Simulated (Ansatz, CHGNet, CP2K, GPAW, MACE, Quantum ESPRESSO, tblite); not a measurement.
# CP2K runs on generalised stacking fault on (111) (glide set) of a Ge-Sn solid solution (48 atoms), part 2 of 3

Aim: run generalised stacking fault on (111) (glide set) of a Ge-Sn solid solution (48 atoms) in CP2K and see how near its forces come to a plane-wave reference, and at what cost.

Program: CP2K 2026.2; the method stands at each step. Banners, paths, timers and routine set-up lines are dropped from the logs unmarked, and long logs keep their key lines alone; longer cuts are marked.

So far. Step 2 (PBE, DZVP-MOLOPT-SR, 350/50 Ry, diagonalisation): Forces lie 4.9 % from the reference's, at 2.2 times its CPU time (on 2 against 4 cores). Step 3 (PBE, TZV2P-MOLOPT (SR for Ge, Sn), 350/50 Ry …): Against the first run (4.9 %), the force difference from the reference is 5.0 %, at 1.5 times the CPU time (on 4 against 2 cores), with 1056 basis functions against 624: size alone doesn't set the difference here.

### Step 4. PBE+D3, DZVP-MOLOPT-SR, 350/50 Ry, diagonalisation

Method: Kohn-Sham DFT, PBE+D3, GTH-PBE pseudopotentials, Gaussian and plane waves, DZVP-MOLOPT-SR-GTH, diagonalisation.

The input, input.inp:

```
&GLOBAL
  PROJECT cell
  RUN_TYPE ENERGY_FORCE
  PRINT_LEVEL LOW
&END GLOBAL
&FORCE_EVAL
  METHOD QS
  STRESS_TENSOR ANALYTICAL
  &DFT
    BASIS_SET_FILE_NAME BASIS_MOLOPT
    POTENTIAL_FILE_NAME GTH_POTENTIALS
    &MGRID
      CUTOFF 350
      REL_CUTOFF 50
    &END MGRID
    &QS
      EPS_DEFAULT 1.0E-12
    &END QS
    &SCF
      SCF_GUESS ATOMIC
      EPS_SCF 5.0E-06
      MAX_SCF 200
      ADDED_MOS 21
      &DIAGONALIZATION
        ALGORITHM STANDARD
      &END DIAGONALIZATION
      &SMEAR ON
        METHOD FERMI_DIRAC
        ELECTRONIC_TEMPERATURE [K] 580
      &END SMEAR
      &MIXING
        METHOD BROYDEN_MIXING
        ALPHA 0.15
        NBROYDEN 12
      &END MIXING
      &PRINT
        &RESTART OFF
        &END RESTART
      &END PRINT
    &END SCF
    &XC
      &XC_FUNCTIONAL PBE
      &END XC_FUNCTIONAL
      &VDW_POTENTIAL
        POTENTIAL_TYPE PAIR_POTENTIAL
        &PAIR_POTENTIAL
          TYPE DFTD3
          PARAMETER_FILE_NAME dftd3.dat
          REFERENCE_FUNCTIONAL PBE
        &END PAIR_POTENTIAL
      &END VDW_POTENTIAL
    &END XC
    &PRINT
      &MULLIKEN ON
      &END MULLIKEN
      &HIRSHFELD ON
        SHAPE_FUNCTION DENSITY
      &END HIRSHFELD
      &MO ON
        EIGENVALUES T
        OCCUPATION_NUMBERS T
        MO_INDEX_RANGE 85 108
        &EACH
          QS_SCF 0
        &END EACH
        ADD_LAST NUMERIC
      &END MO
    &END PRINT
  &END DFT
  &SUBSYS
    &CELL
      A 8.33424 0.00000 0.00000
      B 0.00000 7.21767 0.00000
      C 3.81983 0.00000 20.51464
    &END CELL
    &COORD
      SCALED
[... 48 atom lines left out: the same atoms as in the first run ...]
    &END COORD
    &KIND Ge
      BASIS_SET DZVP-MOLOPT-SR-GTH-q4
      POTENTIAL GTH-PBE-q4
    &END KIND
    &KIND Sn
      BASIS_SET DZVP-MOLOPT-SR-GTH-q4
      POTENTIAL GTH-PBE-q4
    &END KIND
  &END SUBSYS
  &PRINT
    &FORCES ON
    &END FORCES
    &STRESS_TENSOR ON
    &END STRESS_TENSOR
  &END PRINT
&END FORCE_EVAL
```

The run is started by

```
$ OMP_NUM_THREADS=2 cp2k.psmp -i input.inp > output.txt
```

Numbers of over 12 decimals in the logs are rounded to 6 here.

Output:

```text
CP2K| version string:                                       CP2K version 2026.2
 CP2K| Input file name                                                 input.inp
 GLOBAL| Basis set file name                                        BASIS_MOLOPT
 GLOBAL| Potential file name                                      GTH_POTENTIALS
 GLOBAL| Run type                                                   ENERGY_FORCE
 GLOBAL| Total number of message passing processes                             1
 GLOBAL| Number of threads for this process                                    2
[... lines left out ...]
                        Smear method:                                FERMI_DIRAC
[... lines left out ...]
 Number of electrons:                                                        192
[... lines left out ...]
  Step     Update method      Time    Convergence         Total energy    Change
[... lines left out ...]
  *** SCF run converged in    17 steps ***
[... lines left out ...]
  Fermi energy:                                                 0.156921
  Total energy:                                              -181.898745
  Total energy (extrapolated to T->0):                       -181.894301
[... lines left out ...]
 MO| E(Fermi):            0.156921 a.u.          4.270038 eV
[... lines left out ...]
     48       Ge     1       4.000          3.985                         0.015
  Total Charge                                                           -0.000
 !-----------------------------------------------------------------------------!
 ENERGY| Total FORCE_EVAL ( QS ) energy [hartree]           -181.898810
 FORCES| Atomic forces [hartree/bohr]
 FORCES|   Atom     x               y               z               |f|
 FORCES|      1  2.36371085E-02 -1.27230211E-02 -7.43140365E-03   2.78534365E-02
 FORCES|      2  1.97943494E-02  8.86696455E-03 -1.67118713E-02   2.73811244E-02
 FORCES|      3 -3.05077762E-02 -1.77695888E-02  2.52910134E-02   4.34294607E-02
[...]
FORCES|     47  1.37093912E-03 -1.11812311E-02  5.47923475E-03   1.25268278E-02
 FORCES|     48 -3.50886616E-02  1.67758256E-02 -2.18462228E-02   4.46082946E-02
 FORCES| Sum    -2.18139249E-06 -1.26980664E-06  9.11973614E-07
 FORCES| Total atomic force                                       2.68376191E-06
 STRESS| Analytical stress tensor [bar]
 STRESS|                        x                   y                   z
 STRESS|      x        1.61093720111E+05  -1.62785064737E+04   1.22080154914E+04
 STRESS|      y       -1.62785064737E+04   2.91876599999E+04  -1.40190983458E+04
 STRESS|      z        1.22080154914E+04  -1.40190983458E+04   5.95112235834E+04
 STRESS| 1/3 Trace                                             8.32642012316E+04
```

The job ended after 73 s (2 threads of Arm Neoverse V2, shared host; peak memory 1.8 GiB).

Compared with the plane-wave run:

```
r.m.s. force component                  : 1.114 eV/Å
r.m.s. difference of force components   : 72.33 meV/Å
longest difference of force vectors     : 366.8 meV/Å
force difference over r.m.s. force      : 6.16 %
slope of forces against the reference's : 0.9481
correlation of force components         : 0.9994
pressure                                : 8.326 GPa
pressure difference                     : -0.161 GPa
```

Against the first run (4.9 %), the force difference from the reference is 6.2 %, at 1.00 times the CPU time; the model has changed, so this is no error of the program alone.

### Step 5. revPBE, PBE potentials, DZVP-MOLOPT-SR, 350/50 Ry, diagonalisation

Method: Kohn-Sham DFT, revPBE, GTH-PBE pseudopotentials, Gaussian and plane waves, DZVP-MOLOPT-SR-GTH, diagonalisation.

Changes to input.inp since step 4:

```diff
@@ -41,12 +41,7 @@
     &XC
-      &XC_FUNCTIONAL PBE
+      &XC_FUNCTIONAL
+        &PBE
+          PARAMETRIZATION REVPBE
+        &END PBE
       &END XC_FUNCTIONAL
-      &VDW_POTENTIAL
-        POTENTIAL_TYPE PAIR_POTENTIAL
-        &PAIR_POTENTIAL
-          TYPE DFTD3
-          PARAMETER_FILE_NAME dftd3.dat
-          REFERENCE_FUNCTIONAL PBE
-        &END PAIR_POTENTIAL
-      &END VDW_POTENTIAL
     &END XC
@@ -75,6 +70,6 @@
     &END CELL
-    &COORD
-      SCALED
-[... 48 atom lines left out: the same atoms as in the first run ...]
-    &END COORD
+    &TOPOLOGY
+      COORD_FILE_NAME structure.xyz
+      COORD_FILE_FORMAT XYZ
+    &END TOPOLOGY
     &KIND Ge
```

The input, structure.xyz:

```xyz
48

[... 48 atom lines left out: the same atoms as in the first run ...]
```

Output:

```text
CP2K| version string:                                       CP2K version 2026.2
 CP2K| Input file name                                                 input.inp
 GLOBAL| Basis set file name                                        BASIS_MOLOPT
 GLOBAL| Potential file name                                      GTH_POTENTIALS
 GLOBAL| Run type                                                   ENERGY_FORCE
 GLOBAL| Total number of message passing processes                             1
 GLOBAL| Number of threads for this process                                    2
 TOTAL NUMBERS AND MAXIMUM NUMBERS
  Total number of            - Atomic kinds:                                   2
                             - Atoms:                                         48
[... lines left out ...]
                        Smear method:                                FERMI_DIRAC
[... lines left out ...]
 Number of electrons:                                                        192
[... lines left out ...]
  Step     Update method      Time    Convergence         Total energy    Change
[... lines left out ...]
  *** SCF run converged in    17 steps ***
[... lines left out ...]
  Fermi energy:                                                 0.157530
  Total energy:                                              -181.735811
  Total energy (extrapolated to T->0):                       -181.731499
[... lines left out ...]
 MO| E(Fermi):            0.157530 a.u.          4.286604 eV
[... lines left out ...]
 !-----------------------------------------------------------------------------!
 !-----------------------------------------------------------------------------!
                           Hirshfeld Charges
  #Atom  Element  Kind  Ref Charge     Population                    Net charge
      1       Ge     1       4.000          4.015                        -0.015
      2       Sn     2       4.000          3.963                         0.037
      3       Sn     2       4.000          3.952                         0.048
[...]
47       Ge     1       4.000          4.007                        -0.007
     48       Ge     1       4.000          3.985                         0.015
  Total Charge                                                           -0.000
 !-----------------------------------------------------------------------------!
 ENERGY| Total FORCE_EVAL ( QS ) energy [hartree]           -181.735875
 FORCES| Atomic forces [hartree/bohr]
 FORCES|   Atom     x               y               z               |f|
 FORCES|      1  2.57800844E-02 -1.29934941E-02 -8.04848842E-03   2.99703488E-02
 FORCES|      2  1.99724331E-02  8.98531290E-03 -1.69901602E-02   2.77182156E-02
 FORCES|      3 -3.06449770E-02 -1.78297606E-02  2.53980545E-02   4.36127980E-02
[...]
FORCES|     47  1.12795459E-03 -1.14271879E-02  6.43225517E-03   1.31615657E-02
 FORCES|     48 -3.81761834E-02  1.66023354E-02 -2.13509545E-02   4.67859143E-02
 FORCES| Sum     6.23408809E-06 -3.71524115E-06 -4.84599575E-06
 FORCES| Total atomic force                                       8.72642801E-06
 STRESS| Analytical stress tensor [bar]
 STRESS|                        x                   y                   z
 STRESS|      x        1.67754471929E+05  -1.66009719967E+04   1.26072626219E+04
 STRESS|      y       -1.66009719967E+04   3.79267604725E+04  -1.38092360641E+04
 STRESS|      z        1.26072626219E+04  -1.38092360641E+04   6.89179761263E+04
 STRESS| 1/3 Trace                                             9.15330695091E+04
```

Wall time 73 s (2 threads); peak memory 1.7 GiB; 2.3 min of CPU time.

Against the reference:

```
r.m.s. force component                  : 1.131 eV/Å
r.m.s. difference of force components   : 59.31 meV/Å
longest difference of force vectors     : 255.1 meV/Å
force difference over r.m.s. force      : 5.052 %
slope of forces against the reference's : 0.9625
correlation of force components         : 0.9994
pressure                                : 9.153 GPa
pressure difference                     : 0.6659 GPa
```

Against the first run (4.9 %), the force difference from the reference is 5.1 %, at 1.00 times the CPU time; the model has changed, so this is no error of the program alone.

The difference per atom is largest on Sn (0.14 eV/Å on average, against 0.052 on Ge).

### Step 6. PBE, DZVP-MOLOPT-SR, 350/20 Ry, diagonalisation

Method: Kohn-Sham DFT, PBE, GTH-PBE pseudopotentials, Gaussian and plane waves, DZVP-MOLOPT-SR-GTH, diagonalisation.

Changes to input.inp since step 5:

```diff
@@ -13,3 +13,3 @@
       CUTOFF 350
-      REL_CUTOFF 50
+      REL_CUTOFF 20
     &END MGRID
@@ -41,6 +41,3 @@
     &XC
-      &XC_FUNCTIONAL
-        &PBE
-          PARAMETRIZATION REVPBE
-        &END PBE
+      &XC_FUNCTIONAL PBE
       &END XC_FUNCTIONAL
@@ -70,6 +67,6 @@
     &END CELL
-    &TOPOLOGY
-      COORD_FILE_NAME structure.xyz
-      COORD_FILE_FORMAT XYZ
-    &END TOPOLOGY
+    &COORD
+      SCALED
+[... 48 atom lines left out: the same atoms as in the first run ...]
+    &END COORD
     &KIND Ge
```

Output:

```text
CP2K| version string:                                       CP2K version 2026.2
 CP2K| Input file name                                                 input.inp
 GLOBAL| Basis set file name                                        BASIS_MOLOPT
 GLOBAL| Potential file name                                      GTH_POTENTIALS
 GLOBAL| Run type                                                   ENERGY_FORCE
 GLOBAL| Total number of message passing processes                             1
 GLOBAL| Number of threads for this process                                    2
 TOTAL NUMBERS AND MAXIMUM NUMBERS
  Total number of            - Atomic kinds:                                   2
                             - Atoms:                                         48
[... lines left out ...]
                        Smear method:                                FERMI_DIRAC
[... lines left out ...]
 Number of electrons:                                                        192
[... lines left out ...]
  Step     Update method      Time    Convergence         Total energy    Change
[... lines left out ...]
  *** SCF run converged in    18 steps ***
[... lines left out ...]
  Fermi energy:                                                 0.156921
  Total energy:                                              -181.589310
  Total energy (extrapolated to T->0):                       -181.584870
[... lines left out ...]
 MO| E(Fermi):            0.156921 a.u.          4.270048 eV
[... lines left out ...]
 !-----------------------------------------------------------------------------!
 !-----------------------------------------------------------------------------!
                           Hirshfeld Charges
  #Atom  Element  Kind  Ref Charge     Population                    Net charge
      1       Ge     1       4.000          4.015                        -0.015
      2       Sn     2       4.000          3.963                         0.037
      3       Sn     2       4.000          3.952                         0.048
[...]
47       Ge     1       4.000          4.007                        -0.007
     48       Ge     1       4.000          3.986                         0.014
  Total Charge                                                           -0.000
 !-----------------------------------------------------------------------------!
 ENERGY| Total FORCE_EVAL ( QS ) energy [hartree]           -181.589331
 FORCES| Atomic forces [hartree/bohr]
 FORCES|   Atom     x               y               z               |f|
 FORCES|      1  2.55837622E-02 -1.22709276E-02 -8.97962694E-03   2.97613550E-02
 FORCES|      2  1.98627212E-02  8.91942922E-03 -1.67358996E-02   2.74622331E-02
 FORCES|      3 -3.05373695E-02 -1.77111139E-02  2.52447068E-02   4.33994207E-02
[...]
FORCES|     47  1.37825759E-03 -1.11476660E-02  6.47870270E-03   1.29670212E-02
 FORCES|     48 -3.81019990E-02  1.61626304E-02 -2.12795713E-02   4.65382972E-02
 FORCES| Sum    -2.78128455E-04  5.11254514E-03  3.64470556E-04
 FORCES| Total atomic force                                       5.13306069E-03
 STRESS| Analytical stress tensor [bar]
 STRESS|                        x                   y                   z
 STRESS|      x        1.67073194551E+05  -1.67018224837E+04   1.26370979594E+04
 STRESS|      y       -1.67018224837E+04   3.57470219378E+04  -1.41373498981E+04
 STRESS|      z        1.26370979594E+04  -1.41373498981E+04   6.61685642148E+04
 STRESS| 1/3 Trace                                             8.96629269012E+04
```

Elapsed: 59 s, on 2 threads; peak memory 1.7 GiB; 1.8 min of CPU time.

Against the reference:

```yaml
r_m_s_force_component: 1.127 eV/Å
r_m_s_difference_of_force_components: 63.17 meV/Å
longest_difference_of_force_vectors: 263.7 meV/Å
force_difference_over_r_m_s_force: 5.38 %
slope_of_forces_against_the_reference_s: 0.9592
correlation_of_force_components: 0.9993
pressure: 8.966 GPa
pressure_difference: 0.4789 GPa
energy_less_the_same_level_run_s: -1.544 meV/atom
r_m_s_force_difference_from_the_same_level_run: 16.38 meV/Å
```

This is a coarse setting, run to see what it loses.

Against the first run (4.9 %), the force difference from the reference is 5.4 %, at 0.78 times the CPU time: the grid matters here.

### Step 7. PBE, DZVP-UZH, 350/50 Ry, diagonalisation

Method: Kohn-Sham DFT, PBE, GTH-PBE pseudopotentials, Gaussian and plane waves, DZVP-MOLOPT (UZH set), diagonalisation.

Changes to input.inp since step 6:

```diff
@@ -9,7 +9,7 @@
   &DFT
-    BASIS_SET_FILE_NAME BASIS_MOLOPT
-    POTENTIAL_FILE_NAME GTH_POTENTIALS
+    BASIS_SET_FILE_NAME BASIS_MOLOPT_UZH
+    POTENTIAL_FILE_NAME POTENTIAL_UZH
     &MGRID
       CUTOFF 350
-      REL_CUTOFF 20
+      REL_CUTOFF 50
     &END MGRID
@@ -67,8 +67,8 @@
     &END CELL
-    &COORD
-      SCALED
-[... 48 atom lines left out: the same atoms as in the first run ...]
-    &END COORD
+    &TOPOLOGY
+      COORD_FILE_NAME structure.xyz
+      COORD_FILE_FORMAT XYZ
+    &END TOPOLOGY
     &KIND Ge
-      BASIS_SET DZVP-MOLOPT-SR-GTH-q4
+      BASIS_SET DZVP-MOLOPT-PBE-GTH-q4
       POTENTIAL GTH-PBE-q4
@@ -76,3 +76,3 @@
     &KIND Sn
-      BASIS_SET DZVP-MOLOPT-SR-GTH-q4
+      BASIS_SET DZVP-MOLOPT-PBE-GTH-q4
       POTENTIAL GTH-PBE-q4
```

structure.xyz is that of step 5.

Output:

```text
CP2K| version string:                                       CP2K version 2026.2
 CP2K| Input file name                                                 input.inp
 GLOBAL| Basis set file name                                    BASIS_MOLOPT_UZH
 GLOBAL| Potential file name                                       POTENTIAL_UZH
 GLOBAL| Run type                                                   ENERGY_FORCE
 GLOBAL| Total number of message passing processes                             1
 GLOBAL| Number of threads for this process                                    2
[... lines left out ...]
                        Smear method:                                FERMI_DIRAC
[... lines left out ...]
 Number of electrons:                                                        192
[... lines left out ...]
  Step     Update method      Time    Convergence         Total energy    Change
[... lines left out ...]
  *** SCF run converged in    17 steps ***
[... lines left out ...]
  Fermi energy:                                                 0.156477
  Total energy:                                              -181.585070
  Total energy (extrapolated to T->0):                       -181.580587
[... lines left out ...]
 MO| E(Fermi):            0.156477 a.u.          4.257962 eV
[... lines left out ...]
     48       Ge     1       4.000          3.986                         0.014
  Total Charge                                                           -0.000
 !-----------------------------------------------------------------------------!
 ENERGY| Total FORCE_EVAL ( QS ) energy [hartree]           -181.585163
 FORCES| Atomic forces [hartree/bohr]
 FORCES|   Atom     x               y               z               |f|
 FORCES|      1  2.55705107E-02 -1.26734552E-02 -9.00170797E-03   2.99248765E-02
 FORCES|      2  2.01928065E-02  8.40214538E-03 -1.71458891E-02   2.77907717E-02
 FORCES|      3 -3.08651297E-02 -1.74548687E-02  2.54910578E-02   4.36706159E-02
[...]
FORCES|     47  1.46282137E-03 -1.11681963E-02  6.07380475E-03   1.27968574E-02
 FORCES|     48 -3.80419034E-02  1.63944252E-02 -2.09404375E-02   4.64162204E-02
 FORCES| Sum     2.14249762E-06  6.35893547E-07  2.25247386E-06
 FORCES| Total atomic force                                       3.17305770E-06
 STRESS| Analytical stress tensor [bar]
 STRESS|                        x                   y                   z
 STRESS|      x        1.64902025404E+05  -1.65867780715E+04   1.24766208291E+04
 STRESS|      y       -1.65867780715E+04   3.27467945532E+04  -1.42410405986E+04
 STRESS|      z        1.24766208291E+04  -1.42410405986E+04   6.33666625919E+04
 STRESS| 1/3 Trace                                             8.70051608498E+04
```

Elapsed: 70 s, on 2 threads; peak memory 1.7 GiB.

Compared with the plane-wave run:

- r.m.s. force component: 1.133 eV/Å
- r.m.s. difference of force components: 53.82 meV/Å
- longest difference of force vectors: 236.8 meV/Å
- force difference over r.m.s. force: 4.584 %
- slope of forces against the reference's: 0.9648
- correlation of force components: 0.9995
- pressure: 8.7 GPa
- pressure difference: 0.2131 GPa

Against the first run (4.9 %), the force difference from the reference is 4.6 %, at 0.95 times the CPU time, with 624 basis functions against 624; this set comes with other potentials too, so the change isn't the basis's alone.

The difference per atom is largest on Sn (0.13 eV/Å on average, against 0.044 on Ge).

[end of part 2 of 3]

[Also dropped from logs without a mark: logging warnings of Python, and SIESTA's first energy breakdown and zero terms.]

[Logs are printed without paths, hosts, clocks, repeated set-up lines and the standing remarks that a program may print on its own settings, such as how far it seeks lower states.]

[Hosts, paths, dates, database ids (printed as entryN), source tags and the programs' standing remarks are cut or masked in the printed files.]
